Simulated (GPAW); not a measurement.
Records of electronic-structure calculations.

## A GW chain in GPAW: Ba2NF (R-3m)

Symmetry: R-3m, No. 166, trigonal system. Conventional cell: a = 4.022 Å, b = 4.022 Å, c = 20.025 Å, α = 90.00°, β = 90.00°, γ = 120.00°. Ba has 3 N at 2.77 Å and 3 F at 2.95 Å nearest. N has 6 Ba at 2.77 Å nearest. F has 6 Ba at 2.95 Å nearest. Farther neighbours, and contacts between anions beyond the nearest, are not listed.

* method: DFT, LDA, plane waves, PAW (and 1 further level or step)
* program: GPAW 26.7.0
* settings: cutoff 600 eV, GPAW PAW setups 1.2.1 data release, 4×4×4 k-mesh, nbands 85
* cost: 3 runs, 3.3 min in all on 4 MPI ranks of Arm Neoverse V2, shared host
* notes: The cell and positions are those that the Materials Project relaxed with its own functionals (PBE, PBE+U or r2SCAN), kept fixed. Limits: no spin-orbit coupling.
* LDA gap: 0.91 eV, direct
* G0W0 gap on the mesh: 1.61 eV
* GW settings: 4×4×4 mesh, 75 bands, screening to 50 eV, Godby-Needs plasmon pole
* known limits: short of the basis limit; no spin-orbit coupling

G0W0 moves the gap on the mesh from 0.91 eV to 1.61 eV (+0.70 eV), with Z of 0.77 and 0.83 at the edges. The dearest step here is «screening and self-energy».

[Paths, hosts, dates, memory and timing lines, banners, echoed tables and standing remarks are left out of the program output; an Ansatz launch command may be rebuilt from the run's recorded settings. Measured values are a selection of at most five: reports struck by readers or far from the other reports are left out. None is set beside runs whose start may be inverted or whose files or cutoffs have a known fault.]

[Runs of the session that timed out or met a known fault of the program may be left out.]

[Hosts, paths, dates, database ids (printed as entryN), source tags and the programs' standing remarks are cut or masked in the printed files.]

[Where the starting crystal was built by hand or by swapping elements, it need not be the compound's stable phase.]
